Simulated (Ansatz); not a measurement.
# Surface energy of Cu(311) slab (24 atoms)

What is the surface energy of this cell, counted against the bulk crystal, and how far does it hang on functional and mesh?

Calculated with Ansatz 0.2.0: Kohn-Sham DFT, PBE, PAW (set soft_2), plane waves; cutoff 420 eV, fermi-dirac smearing of 0.1 eV. Cutoffs: 420 eV for PBE and PBEsol; 500 eV for r2SCAN.

**The cells**

The cell holds 24 atoms: 24 Cu. Cell: a = 5.141 Å, b = 4.452 Å, c = 27.056 Å, α = 90.0°, β = 90.0°, γ = 106.8°. It derives from Cu. The starting structure: Slab of Cu cut on (3 1 1), 12.1 Å thick, 2 x 1 surface cells, both faces free, 15 Å of vacuum; not relaxed. Lattice constants are starting values near those of PBE. Vacuum lies along c.

The bulk reference is Cu4 in a cell of 4 atoms, 12.008 Å³ an atom.

The input of the single point on the relaxed cell:

```yaml
crystal:
  lattice:
    - [5.14067, 0.0, 0.0]
    - [-1.28517, 4.26242, 0.0]
    - [0.0, 0.0, 27.05593]
  atoms:
    - { symbol: Cu, position: [0.22701, 0.91068, 0.28231] }
    - { symbol: Cu, position: [0.09041, 0.36427, 0.31715] }
    - { symbol: Cu, position: [0.45283, 0.81382, 0.35893] }
    - { symbol: Cu, position: [0.31727, 0.27205, 0.39929] }
    [... 18 atom lines left out ...]
    - { symbol: Cu, position: [0.86414, 0.45391, 0.68285] }
    - { symbol: Cu, position: [0.72754, 0.9075, 0.71769] }
kpoints:
  mp_grid: { grid: [7, 8, 1] }
hamiltonian:
  xc: pbe
scf:
  occupations: { method: fermi_dirac, width: 0.1 }
output:
  forces: true
  populations: true
  dos:
    method: { smearing: { sigma: 0.08 } }
    de: 0.1
    projected: { site_lists: { Cu: [Cu] } }
  eigenvalues: true
  write_density: true
  write_potential: true
  volumetric_format: npy
```

| cell | formula | k-mesh | relaxation steps | gain on relaxing (eV) | free energy, PBE (eV) | time of its runs on this page |
| --- | --- | --- | --- | --- | --- | --- |
| Cu(311) slab | Cu24 | 7×8×1 (relaxed on 5×6×1) | 4 | 0.14 | -159000.032 | 61 s |
| bulk Cu | Cu4 | 15×15×15 | - | - | -26500.717 | 20 s |

**Surface energy**

The excess is the cell's free energy less 6 times that of the bulk cell. It is divided by twice the area, as the cell holds two faces, so the value is their mean, and they need not be alike (21.91 Å²), with 1 eV/Å² = 16.022 J/m².

| level | k-mesh | excess (eV) | surface energy (J/m²) | per area (meV/Å²) |
| --- | --- | --- | --- | --- |
| PBE | 7×8×1 | 4.271 | 1.562 | 97.5 |
| PBE, denser mesh | 9×11×1 | 4.269 | 1.561 | 97.4 |
| r2SCAN | 7×8×1 | 4.928 | 1.802 | 112.5 |
| PBEsol | 7×8×1 | 5.147 | 1.882 | 117.4 |

Worked for the first row at PBE: (-159000.032) − 6 × (-26500.717) = 4.271 eV (from unrounded energies).

Then 4.271 / (2 × 21.91) × 16.022 = 1.562 J/m².

**Neighbours**

Bonds by pair of elements; cutoffs follow the first minimum of g(r), held within bounds set by covalent radii, and pairs that aren't listed don't count as bonded:

```csv
pair A-B,cutoff (Å),bonds,mean length (Å),spread (Å),shortest (Å),B about A,A about B
Cu-Cu,2.98,130,2.56,0.031,2.47,10.8,10.8
```

How many atoms have how many bonded neighbours:

| element | mean | 7 | 10 | 12 |
| --- | --- | --- | --- | --- |
| Cu | 10.8 | 4 | 4 | 16 |

**Findings**

At PBE the surface energy is 1.56 J/m². At the same geometries the levels give 1.56 (PBE) to 1.88 J/m² (PBEsol) and the denser mesh leaves it within 0.01 J/m². Relaxing the atoms lowered it by 0.051 J/m² from the start (on the 5×6×1 mesh of the relaxation), and the farthest atom moved 0.14 Å. By these cutoffs 8 of 24 Cu atoms differ from the commonest count of 12.

Limits: The cell edges were held, so the lattice is the typed one for every functional. Cell and bulk are sampled on unlike meshes, and the error grows with the number of atoms subtracted. These are free energies under a smearing of 0.1 eV, whose entropy term isn't removed. In some runs the program notes that positions were snapped to a detected symmetry and the exchange-correlation potential is rough where the density is thin.

[Logs are printed without paths, hosts, clocks, repeated set-up lines and the standing remarks that a program may print on its own settings, such as how far it seeks lower states.]

[Hosts, paths, dates, database ids (printed as entryN), source tags and the programs' standing remarks are cut or masked in the printed files.]
